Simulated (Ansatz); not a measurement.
# What AlBiSe3 (model cell, started as cubic perovskite with Al in the octahedra) distorts into, part 2 of 2

Aim: this structure of AlBiSe3 (model cell, started as cubic perovskite with Al in the octahedra) is to be tested for unstable modes, and one is followed downhill.

Ansatz 0.2.0; DFT PBEsol, scalar-relativistic, plane waves, PAW.

So far, highest frequency on the path or at a solved wavevector (cm⁻¹): step 2 (phonons on a q mesh) 341. Also lowest frequency on the path (cm⁻¹): step 2 -157.

The structure was built from a prototype and need not be the compound's stable phase.

## (4) The mode frozen in, largest atomic shift 0.6 Å

The atoms are moved along the unstable eigenvector, the largest shift by 0.6 Å, with the cell fixed.

File input.yaml:

```yaml
crystal:
  lattice:
    - [4.8529979444, 4.8529979444, 0.0]
    - [4.8529979444, 0.0, 4.8529979444]
    - [4.8529979444, 0.0, -4.8529979444]
  atoms:
    - { symbol: Bi, position: [0.0, 0.0, 1.0] }
    - { symbol: Bi, position: [0.0, 0.5, 0.5] }
    - { symbol: Al, position: [0.5, 0.25, 0.75] }
    - { symbol: Al, position: [0.5, 0.75, 0.25] }
    - { symbol: Se, position: [0.5, 0.4381825413, 0.4381825413] }
    - { symbol: Se, position: [0.5, 0.0618174587, 0.0618174587] }
    - { symbol: Se, position: [0.0, 0.0, 0.5] }
    - { symbol: Se, position: [0.0, 0.5, 0.0] }
    - { symbol: Se, position: [0.5, -0.0618174587, 0.5618174587] }
    - { symbol: Se, position: [0.5, 0.5618174587, -0.0618174587] }
kpoints:
  mp_grid: { grid: [6, 6, 6] }
hamiltonian:
  xc: pbesol
scf:
  occupations: { method: methfessel_paxton, width: 0.15 }
output:
  forces: true
  stress: true
  eigenvalues: true
```

Command:

```bash
$ ansatz run input.yaml --threads 8 --pin off --max-ram 14336MiB --backend cpu --events-out ev --progress --plain --runs-dir out
```

Numbers of over 12 decimals in the logs are rounded to 6 here.

The program printed:

```text
[...]
Crystal: 10 atoms, lattice volume = 228.592 Å³
Basis set: ecut = 420 eV, 4477 PW (Γ), exchange–correlation on 96×96×96 points (8 copies of the dense FFT grid, shifted against one another)
Bands: 80, of which v1, the nominal top of the filled ones, is band 66 counted from 1 (65 counted from 0)
Symmetry: 16 space group operations
[...]
k-points: 30 of 216
[...]
k-point 0: bands = [... 62 lower, 8.4812, 8.7460, 9.7786, 9.7786, 10.3622, 11.9045, 11.9045, 12.3932, ... 10 higher]
  k-point 1: bands = [... 62 lower, 8.6428, 8.7571, 9.6328, 9.6670, 10.6812, 11.3919, 11.7238, 11.8266, ... 10 higher]
  k-point 2: bands = [... 62 lower, 8.7495, 8.9473, 9.0124, 9.2741, 10.4469, 10.7445, 11.2862, 11.5709, ... 10 higher]
  k-point 29: bands = [... 62 lower, 8.1759, 8.2187, 8.8480, 8.8480, 10.2516, 11.2363, 11.2363, 11.6438, ... 10 higher]
[key lines of the parts left out:]
SCF converged after 8 iterations
Free energy (F): -58081.776988 eV
Fermi energy:    9.651689 eV
P = ⅓ Tr σ = 0.4655 GPa (4.655 kbar)
```

It took 3.9 s on 8 threads of Intel Xeon 6975P-C (Granite Rapids), shared host; peak memory 1.4 GiB.

Numbers from this step:

| Property | Result |
| --- | --- |
| pressure | 0.4655 GPa |
| energy from the undistorted cell | -188.2 meV/atom |

The energy, extrapolated to zero smearing, is -188.17 meV/atom against the undistorted cell.

The run ends at a pressure of 0.47 GPa, with forces up to 0.57 eV/Å.

## (5) Energy along the mode, all amplitudes (two of the runs are shown above)

An imaginary frequency means negative curvature, so the energy should fall and then rise again as anharmonic terms take over.

Numbers from this step:

```yaml
depth_at_the_lowest_point_sampled: 188.2 meV/atom
largest_atomic_shift_at_that_point: 0.6 Å
```

Energy from the parent against largest atomic shift:

| largest atomic shift (Å) | energy from the parent (meV/atom) |
| --- | --- |
| 0.000 | 0 |
| 0.040 | -1.83 |
| 0.080 | -6.86 |
| 0.140 | -19.2 |
| 0.220 | -44.2 |
| 0.320 | -84.0 |
| 0.450 | -139 |
| 0.600 | -188 |

Displacement at unit largest shift by atom:

| atom | x (Å) | y (Å) | z (Å) | size |
| --- | --- | --- | --- | --- |
| Bi1 | 0.00 | 0.00 | 0.00 | 0.00 |
| Bi2 | 0.00 | 0.00 | 0.00 | 0.00 |
| Al3 | 0.00 | 0.00 | 0.00 | 0.00 |
| Al4 | 0.00 | 0.00 | 0.00 | 0.00 |
| Se5 | -1.00 | 0.00 | 0.00 | 1.00 |
| Se6 | 1.00 | 0.00 | 0.00 | 1.00 |
| Se7 | 0.00 | 0.00 | 0.00 | 0.00 |
| Se8 | 0.00 | 0.00 | 0.00 | 0.00 |
| Se9 | 0.00 | 0.00 | -1.00 | 1.00 |
| Se10 | 0.00 | 0.00 | 1.00 | 1.00 |

The lowest of the steps tried is the last one, at 0.6 Å, 188 meV/atom below the parent; the bottom of the well need not coincide with a step.

## (6) Relaxing from the distorted cell

Starting from the lowest point found, all atoms and the cell are let go, so that strain and other modes of the same symmetry can join in.

Edit input.yaml of step 4 so:

```diff
@@ -26 +26,6 @@
   eigenvalues: true
+relax:
+  adjacent_minimum: "off"
+  f_tol: 0.002
+  max_steps: 120
+  cell: { stress_tol: 0.03 }
```

The program printed:

```text
[...]
Crystal: 10 atoms, lattice volume = 228.592 Å³
Basis set: ecut = 420 eV, 4477 PW (Γ), exchange–correlation on 96×96×96 points (8 copies of the dense FFT grid, shifted against one another)
Bands: 80, of which v1, the nominal top of the filled ones, is band 66 counted from 1 (65 counted from 0)
Symmetry: 16 space group operations
[...]
k-points: 30 of 216
[...]
SCF iter   1: F=—  HF=-58081.788730 eV  |F-HF|=—  |Δ(HF+E_count)|=         —  Δρ=3.09e-3  dr2=3.37e-2  ethr=1.77e-3  ⟨swp⟩=7.3  Hψ=9359  notcnv=0  defer=12
[...]
SCF iter   8: F=-58081.776988 eV  HF=-58081.776988 eV  |F-HF|=3.41e-8  |Δ(HF+E_count)|=   6.40e-8  S|Δr|=    0.00e0  Δρ=3.13e-6  dr2=5.65e-8  ethr=7.58e-11  ⟨swp⟩=9.5  Hψ=10718  notcnv=0
SCF 1 converged in 8 iterations: F = -58081.776988 eV  dr2 = 5.65e-8
[...]
relax step   1: F+E_penalty+E_count = -58081.77698785 eV  Δ(F+E_penalty+E_count) = +0.000e0 eV  max|allowed force component| = 5.737e-1 eV/Å  Δτ_max = 0.0000 Å  P = +0.466 GPa  Ω = 228.592 Å³  (8 SCF iters, dr2 threshold 1.00e-7 eV, accepted)
Crystal: 10 atoms, lattice volume = 227.000 Å³
Basis set: ecut = 420 eV, 4433 PW (Γ), exchange–correlation on 96×96×96 points (8 copies of the dense FFT grid, shifted against one another)
[...]
SCF iter   7: F=-58082.015752 eV  HF=-58082.015753 eV  |F-HF|=7.87e-7  |Δ(HF+E_count)|=   2.25e-7  S|Δr|=    0.00e0  Δρ=1.35e-5  dr2=7.18e-7  ethr=7.58e-10  ⟨swp⟩=7.2  Hψ=11642  notcnv=0
SCF 2 converged in 7 iterations: F = -58082.015752 eV  dr2 = 7.18e-7
[...]
relax step   2: F+E_penalty+E_count = -58082.01575171 eV  Δ(F+E_penalty+E_count) = -2.388e-1 eV  max|allowed force component| = 3.107e-1 eV/Å  Δτ_max = 0.1950 Å  P = +1.191 GPa  Ω = 227.000 Å³  energy of the carried Pulay correction = +2.471e-4 eV  (7 SCF iters, dr2 threshold 1.00e-6 eV, accepted)
Crystal: 10 atoms, lattice volume = 230.126 Å³
Basis set: ecut = 420 eV, 4493 PW (Γ), exchange–correlation on 96×96×96 points (8 copies of the dense FFT grid, shifted against one another)
[...]
SCF iter   6: F=-58082.071943 eV  HF=-58082.071943 eV  |F-HF|=1.43e-7  |Δ(HF+E_count)|=   7.02e-7  S|Δr|=    0.00e0  Δρ=1.09e-5  dr2=3.75e-7  ethr=7.58e-10  ⟨swp⟩=7.1  Hψ=10777  notcnv=0
SCF 3 converged in 6 iterations: F = -58082.071943 eV  dr2 = 3.75e-7
relax step   3: F+E_penalty+E_count = -58082.07194305 eV  Δ(F+E_penalty+E_count) = -5.619e-2 eV  max|allowed force component| = 2.556e-2 eV/Å  Δτ_max = 0.0404 Å  P = -0.173 GPa  Ω = 230.126 Å³  energy of the carried Pulay correction = -2.365e-4 eV  (6 SCF iters, dr2 threshold 1.00e-6 eV, accepted)
[...]
relax step   4: F+E_penalty+E_count = -58082.08485314 eV  Δ(F+E_penalty+E_count) = -1.291e-2 eV  max|allowed force component| = 8.174e-3 eV/Å  Δτ_max = 0.0003 Å  P = +0.006 GPa  Ω = 228.988 Å³  energy of the carried Pulay correction = -6.120e-5 eV  (6 SCF iters, dr2 threshold 1.00e-6 eV, accepted)
[...]
relax step   5: F+E_penalty+E_count = -58082.08552975 eV  Δ(F+E_penalty+E_count) = -6.766e-4 eV  max|allowed force component| = 1.226e-3 eV/Å  Δτ_max = 0.0040 Å  P = -0.027 GPa  Ω = 229.004 Å³  energy of the carried Pulay correction = -6.366e-5 eV  (5 SCF iters, dr2 threshold 9.40e-8 eV, accepted)
[...]
relax step   6: F+E_penalty+E_count = -58082.08557118 eV  Δ(F+E_penalty+E_count) = -4.144e-5 eV  max|allowed force component| = 3.482e-4 eV/Å  Δτ_max = 0.0006 Å  P = +0.006 GPa  Ω = 228.883 Å³  energy of the carried Pulay correction = -4.511e-5 eV  (5 SCF iters, dr2 threshold 3.88e-9 eV, accepted)
Basis set: ecut = 420 eV, 4481 PW (Γ), exchange–correlation on 96×90×90 points (8 copies of the dense FFT grid, shifted against one another)
[...]
SCF iter   6: F=-58082.085801 eV  HF=-58082.085801 eV  |F-HF|=2.18e-11  |Δ(HF+E_count)|=  1.31e-10  S|Δr|=    0.00e0  Δρ=8.79e-8  dr2=3.31e-11  ethr=1.00e-12  ⟨swp⟩=4.5  Hψ=9373  notcnv=0
SCF 7 converged in 6 iterations: F = -58082.085801 eV  dr2 = 3.31e-11
relax step   7: F+E_penalty+E_count = -58082.08580073 eV  Δ(F+E_penalty+E_count) = -2.295e-4 eV  max|allowed force component| = 3.454e-4 eV/Å  Δτ_max = 0.0000 Å  P = +0.005 GPa  Ω = 228.883 Å³  stress off target by 1.12e-2 GPa  SCF on the basis re-selected at this cell (its energy is not comparable with the rows above)  (6 SCF iters)
basis re-selected at this cell: Δ(F+E_penalty+E_count) = -2.295e-4 eV, ΔP = -0.001 GPa vs the last step (what re-selecting the basis moved, of the pressure what is left beyond the Pulay correction that the steps carried, after the strain that the cell walked since its last selection, with what the two solves' SCF thresholds leave and, on support functions, any second-order correction that the steps lacked; it is no measure of the basis error at this ecutwfc). The dense FFT grid was sized anew with the basis: this SCF ran on 48×45×45 points, the steps before it on 48×48×48, so part of this shift can come from that change (see relax.cell in the input reference). [rest of the remark cut]
SCF converged after 6 iterations
[...]
Free energy (F): -58082.085801 eV
[...]
Internal energy: -58082.088770 eV  (E = F + TS)
E sigma→0 (E₀):  -58082.086543 eV
Entropy (-TS):   0.002969 eV (0.297 meV/atom)
Fermi energy:    9.398606 eV
Step filling:    the computed levels leave a gap of 0.0579 eV = 0.4 smearing widths at the electron count; against every level under it full and every level over it empty, smearing changes F+E_penalty+E_count by +1.446 meV and its σ→0 estimate by +0.704 meV
[...]
--- Forces (eV/Å), atoms counted from 1 ---
  atom   1  Bi    -0.00000000     0.00000000     0.00000000
  atom   2  Bi     0.00000000     0.00000000     0.00000000
  atom   3  Al     0.00000000     0.00000000     0.00000000
  atom   4  Al     0.00000000     0.00000000    -0.00000000
  atom   5  Se    -0.00034543     0.00000000     0.00000000
  atom   6  Se     0.00034543     0.00000000     0.00000000
  atom   7  Se    -0.00000000     0.00000000     0.00000000
  atom   8  Se    -0.00000000     0.00000000     0.00000000
  atom   9  Se     0.00000000     0.00000000    -0.00034543
  atom  10  Se     0.00000000     0.00000000     0.00034543
  max |Σ_I F_I| component: 1.04e-17 eV/Å
--- Stress (GPa, compression-positive) ---
        0.002206       0.000000       0.000000
        0.000000       0.011188       0.000000
        0.000000       0.000000       0.002206
  P = ⅓ Tr σ = 0.0052 GPa (0.052 kbar)
--- Band table (eV; the first three rows and the last of 30) ---
  k-point 0: bands = [... 62 lower, 9.0270, 9.0270, 9.4774, 9.4774, 10.5648, 11.9107, 11.9107, 12.2425, ... 10 higher]
  k-point 1: bands = [... 62 lower, 8.8109, 9.0017, 9.3541, 9.4254, 11.0011, 11.3771, 11.7443, 11.9470, ... 10 higher]
  k-point 2: bands = [... 62 lower, 8.7011, 8.8820, 8.8945, 9.0825, 10.4729, 10.8893, 11.5023, 11.6694, ... 10 higher]
  k-point 29: bands = [... 62 lower, 8.0202, 8.2613, 9.2779, 9.2779, 10.7389, 11.5170, 11.5170, 12.0994, ... 10 higher]
--- Relaxed structure (6 steps of the walk, 6 accepted, 1 SCFs on fresh bases) ---
  F+E_penalty+E_count = -58082.08580073 eV   max|allowed force component| = 3.454e-4 eV/Å   (the final SCF, on the basis selected at the relaxed cell)
  cell:  # Å, volume = 228.8834 Å³
    - [4.751579, 5.068838, 0]
    - [4.751579, 0.0, 4.751579]
    - [4.751579, 0.0, -4.751579]
  atoms:
    - { symbol: Bi, position: [0, 0.0, 1.0] }
    - { symbol: Bi, position: [0, 0.5, 0.5] }
    - { symbol: Al, position: [0.5, 0.25, 0.75] }
    - { symbol: Al, position: [0.5, 0.750000, 0.250000] }
    - { symbol: Se, position: [0.5, 0.421814, 0.421814] }
    - { symbol: Se, position: [0.5, 0.078186, 0.078186] }
    - { symbol: Se, position: [0, 0.0, 0.5] }
    - { symbol: Se, position: [0, 0.5, 0.0] }
    - { symbol: Se, position: [0.5, -0.078186, 0.578186] }
    - { symbol: Se, position: [0.5, 0.578186, -0.078186] }
```

Wall time 26 s (8 threads); peak memory 1.4 GiB.

The steps of the relaxation:

| step | energy less that of the first step (eV) | largest force component (eV/Å) | pressure (GPa) | volume (Å³) |
| --- | --- | --- | --- | --- |
| 1 | 0.0000 | 0.5737 | 0.47 | 228.59 |
| 2 | -0.2388 | 0.3107 | 1.19 | 227.00 |
| 3 | -0.2950 | 0.0256 | -0.17 | 230.13 |
| 4 | -0.3079 | 0.0082 | 0.01 | 228.99 |
| 5 | -0.3085 | 0.0012 | -0.03 | 229.00 |
| 6 | -0.3086 | 0.0003 | 0.01 | 228.88 |
| 7* | -0.3088 | 0.0003 | 0.01 | 228.88 |

Relaxation steps marked * repeat the geometry before them on a plane-wave basis chosen anew for their cell, so energy and pressure can jump there.

Forces are held to the 16 operations that the run works with; a distortion that breaks them can't arise in this run.

| conventional cell, symmetrised | before | after | change |
| --- | --- | --- | --- |
| a (Å) | 6.863 | 6.720 | -2.1 % |
| b (Å) | 6.863 | 6.720 | -2.1 % |
| c (Å) | 9.706 | 10.138 | +4.4 % |
| volume (Å³/atom) | 22.86 | 22.89 | +0.1 % |

The atoms that moved most (Å, as changes of fractional coordinates times the final cell):

| atom | dx | dy | dz | length |
| --- | --- | --- | --- | --- |
| Se10 | 0.000 | 0.000 | 0.156 | 0.156 |
| Se9 | 0.000 | 0.000 | -0.156 | 0.156 |
| Se5 | -0.156 | 0.000 | 0.000 | 0.156 |
| Se6 | 0.156 | 0.000 | 0.000 | 0.156 |

Numbers from this step:

```
pressure        : 0.005200 GPa
volume per atom : 22.89 Å³
```

The distorted start has space group I4/mcm; the relaxation ends in I4/mcm.

## (7) Modes of the new phase

A relaxed structure may still be a saddle point, so its zone-centre modes are computed. No field response is asked, since the mesh shows no gap.

File input.yaml:

```yaml
crystal:
  lattice:
    - [4.7515790379, 5.0688383854, 0.0]
    - [4.7515790379, 0.0, 4.7515790379]
    - [4.7515790379, 0.0, -4.7515790379]
  atoms:
    - { symbol: Bi, position: [0.0, 0.0, 1.0] }
    - { symbol: Bi, position: [0.0, 0.5, 0.5] }
    - { symbol: Al, position: [0.5, 0.25, 0.75] }
    - { symbol: Al, position: [0.5, 0.75, 0.25] }
    - { symbol: Se, position: [0.5, 0.4218143652, 0.4218143652] }
    - { symbol: Se, position: [0.5, 0.0781856348, 0.0781856348] }
    - { symbol: Se, position: [0.0, 0.0, 0.5] }
    - { symbol: Se, position: [0.0, 0.5, 0.0] }
    - { symbol: Se, position: [0.5, -0.0781856348, 0.5781856348] }
    - { symbol: Se, position: [0.5, 0.5781856348, -0.0781856348] }
kpoints:
  mp_grid: { grid: [6, 6, 6] }
hamiltonian:
  xc: pbesol
scf:
  occupations: { method: methfessel_paxton, width: 0.15 }
output:
  eigenvalues: true
phonons:
  method: dfpt
```

The program printed:

```text
[...]
Crystal: 10 atoms, lattice volume = 228.883 Å³
Basis set: ecut = 420 eV, 4481 PW (Γ), exchange–correlation on 96×96×96 points (8 copies of the dense FFT grid, shifted against one another)
Bands: 80, of which v1, the nominal top of the filled ones, is band 66 counted from 1 (65 counted from 0)
Symmetry: 16 space group operations
k-points: 112 of 216 (irreducible under 1 space group operation, time reversal used)
[...]
SCF iter   1: F=—  HF=-58082.094316 eV  |F-HF|=—  |Δ(HF+E_count)|=         —  Δρ=2.74e-3  dr2=2.36e-2  ethr=1.77e-3  ⟨swp⟩=7.1  Hψ=34775  notcnv=0  defer=59
[...]
SCF iter  12: F=-58082.085801 eV  HF=-58082.085801 eV  |F-HF|=7.28e-12  |Δ(HF+E_count)|=  1.46e-11  S|Δr|=    0.00e0  Δρ=2.67e-8  dr2=2.11e-12  ethr=1.00e-12  ⟨swp⟩=11.0  Hψ=47350  notcnv=0
SCF 1 converged in 12 iterations: F = -58082.085801 eV  dr2 = 2.11e-12
[...]
DFPT response loops at Γ: preconditioner auto → Kerker (q_TF=auto, 2.489 Å⁻¹) (partly filled bands, converged f_vac=0.000); β = 1.00, the filter's whole step (`scf.mixing.beta` (0.50) is not read by the response loops under this deck's `scf.mixing.preconditioner`; to damp them name `kerker` or `kerker_dos`, under which they read `scf.mixing.beta`, and type it under 1.00, their step now; both keys bind the ground state too); Broyden in place of MSR1
SCF converged after 12 iterations
[...]
Free energy (F): -58082.085801 eV
[...]
Internal energy: -58082.088770 eV  (E = F + TS)
E sigma→0 (E₀):  -58082.086543 eV
Entropy (-TS):   0.002969 eV (0.297 meV/atom)
Fermi energy:    9.398605 eV
[...]
--- Band table (eV; the first three rows and the last of 112) ---
  k-point 0: bands = [... 62 lower, 9.0270, 9.0270, 9.4774, 9.4774, 10.5648, 11.9107, 11.9107, 12.2425, ... 10 higher]
  k-point 1: bands = [... 62 lower, 8.8109, 9.0017, 9.3541, 9.4254, 11.0011, 11.3771, 11.7443, 11.9470, ... 10 higher]
  k-point 2: bands = [... 62 lower, 8.7011, 8.8820, 8.8945, 9.0825, 10.4729, 10.8893, 11.5023, 11.6694, ... 10 higher]
  k-point 111: bands = [... 62 lower, 8.5469, 8.7118, 8.7973, 8.8471, 9.3437, 10.4769, 10.5838, 11.0861, ... 10 higher]
--- Phonons (Γ-DFPT): 9 representative perturbations + reference, on 112 of 216 k-points (Σ response iterations 33) ---
  k mesh reduced under 1 symmetry operation, with k and −k counted as one. Each operation leaves every solved perturbation unchanged. A smaller set is not used because it would not reduce the number of displacements times k-points to solve
  ASR residual: 4.037e-5 → 0.000e0 eV/Å²; symmetrization residual: 2.159e-5 eV/Å²
  ASR residual per site (eV/Å²): 4.04e-5 4.04e-5 3.99e-5 3.99e-5 2.59e-5 2.59e-5 1.35e-5 1.35e-5 2.59e-5 2.59e-5
  Γ frequencies (cm⁻¹): -96.13 -96.13 -70.52 -70.52 0.00 0.00 0.00 22.96 50.05 60.41 60.41 76.22 76.22 108.48 118.06 118.06 120.51 120.51 128.09 134.57 152.45 153.96 165.53 217.99 239.35 277.76 301.95 301.95 314.34 314.34
  non-analytic LO–TO correction: not included (Born effective charges unavailable; polar crystals: no LO–TO splitting at Γ)
```

Wall time 4.6 min (8 threads); peak memory 6.3 GiB.

This step gave:

- sum-rule residual before enforcement: 4.04e-5 eV/Å²
- point group: 4/mmm
- highest optical mode at the zone centre (no LO-TO term): 314.3 cm⁻¹
- lowest optical zone-centre mode: -96.13 cm⁻¹

Patterns of degenerate modes are one choice out of their space. The modes at Γ (shares of kinetic energy by element, %) (negative means imaginary):

| mode | frequency (cm⁻¹) | symmetry | Bi % | Al % | Se % |
| --- | --- | --- | --- | --- | --- |
| 1 | -96.1 | Eg | 30 | 0 | 70 |
| 2 | -96.1 | Eg | 30 | 0 | 70 |
| 3 | -70.5 | Eu | 31 | 0 | 69 |
| 4 | -70.5 | Eu | 31 | 0 | 69 |
| 5 | 0.0 | acoustic | 44 | 6 | 50 |
| 6 | 0.0 | acoustic | 44 | 6 | 50 |
| 7 | 0.0 | acoustic | 44 | 6 | 50 |
| 8 | 23.0 | A2u | 55 | 8 | 37 |
| 9 | 50.0 | B2g | 99 | 0 | 1 |
| 10 | 60.4 | Eg | 69 | 0 | 31 |
| 11 | 60.4 | Eg | 69 | 0 | 31 |
| 12 | 76.2 | Eu | 23 | 16 | 60 |
| 13 | 76.2 | Eu | 23 | 16 | 60 |
| 14 | 108.5 | A2u | 1 | 36 | 64 |
| 15 | 118.1 | Eu | 2 | 16 | 82 |
| 16 | 118.1 | Eu | 2 | 16 | 82 |
| 17 | 120.5 | Eg | 2 | 0 | 98 |
| 18 | 120.5 | Eg | 2 | 0 | 98 |
| 19 | 128.1 | B1u | 0 | 0 | 100 |
| 20 | 134.6 | A1g | 0 | 0 | 100 |
| 21 | 152.4 | A2g | 0 | 0 | 100 |
| 22 | 154.0 | B1g | 0 | 0 | 100 |
| 23 | 165.5 | B2g | 1 | 0 | 99 |
| 24 | 218.0 | A2g | 0 | 0 | 100 |
| 25 | 239.3 | A2u | 0 | 51 | 49 |
| 26 | 277.8 | A1u | 0 | 100 | 0 |
| 27 | 301.9 | Eu | 0 | 68 | 32 |
| 28 | 301.9 | Eu | 0 | 68 | 32 |
| 29 | 314.3 | Eu | 0 | 93 | 7 |
| 30 | 314.3 | Eu | 0 | 93 | 7 |

Displacements in mode 1 (-96.1 cm⁻¹), the largest set to 1:
```
Bi1 -0.44  0.00 -0.01
Bi2  0.44  0.00  0.01
Al3  0.00  0.00  0.00
Al4  0.00  0.00  0.00
Se5  0.00  0.45  0.00
Se6  0.00 -0.45  0.00
Se7 -0.03  0.00 -1.00
Se8  0.03  0.00  1.00
Se9  0.00 -0.01  0.00
Se10 0.00  0.01  0.00
```

Displacements in mode 30 (314.3 cm⁻¹), the largest set to 1:
```
Bi1  0.00  0.00  0.00
Bi2  0.00  0.00  0.00
Al3  0.74  0.00 -1.00
Al4  0.74  0.00  1.00
Se5 -0.11  0.00  0.00
Se6 -0.11  0.00  0.00
Se7  0.02  0.00  0.00
Se8  0.02  0.00  0.00
Se9 -0.16  0.00  0.00
Se10-0.16  0.00  0.00
```

Before it was imposed, the acoustic sum rule was missed by 4.0e-5 eV/Å². Small misses are needed for a sound result but don't prove that mesh and cutoff are converged. The lowest optical mode is imaginary, 96.1i cm⁻¹, so the energy falls along it.

## (8) Summary of results

```json
{
 "unstable mode of the parent": "q = (-0.5, -0.5, -0.5), 148i cm⁻¹",
 "depth at the lowest point sampled": "188 meV/atom",
 "largest atomic shift at that point": "0.6 Å",
 "space group reached (within 0.01 Å)": "I4/mcm",
 "energy gained over the parent (first relaxation, on the mesh of the frozen mode)": "219 meV/atom",
 "volume per atom, phase reached": "22.9 Å³",
 "lowest optical zone-centre mode, phase reached": "-96.1 cm⁻¹",
 "highest optical mode at the zone centre (no LO-TO term), phase reached": "314 cm⁻¹"
}
```

What this shows: Along this mode the structure falls into I4/mcm, 219 meV/atom below the parent. At the parent's cell the well is 188.2 meV/atom deep on the steps tried, with its lowest point at a shift of 0.6 Å. That is the last step tried, so the steps alone don't bracket the bottom of the well. Relaxing atoms and cell changes the gain by +31.03 meV/atom against the lowest step (energies at zero smearing). The new phase still has an imaginary mode at the zone centre of its cell, so it is a saddle point on the way to a lower structure. Of the 5 patterns followed to their end from this parent, this one ends 74.1 meV/atom above the lowest, Imma. Each path keeps the symmetry of its pattern, so a lower phase may lie along a pattern not tried. With no gap, or one that is small against the smearing, the frequencies hang on the k mesh and the smearing, most of all near Kohn anomalies. A semilocal functional can close a gap that the real compound would have, so the metallic treatment may be an artefact of the level. Spin-orbit coupling is left out, which can matter for the heavy elements here. A phonon run warned that its eigensolver left some bands unconverged in a pass. The starting cell was built on a prototype and not taken from a measurement, so the phase need not exist.

[Logs are printed without paths, hosts, clocks, repeated set-up lines and the standing remarks that a program may print on its own settings, such as how far it seeks lower states.]

[Hosts, paths, dates, database ids (printed as entryN), source tags and the programs' standing remarks are cut or masked in the printed files.]
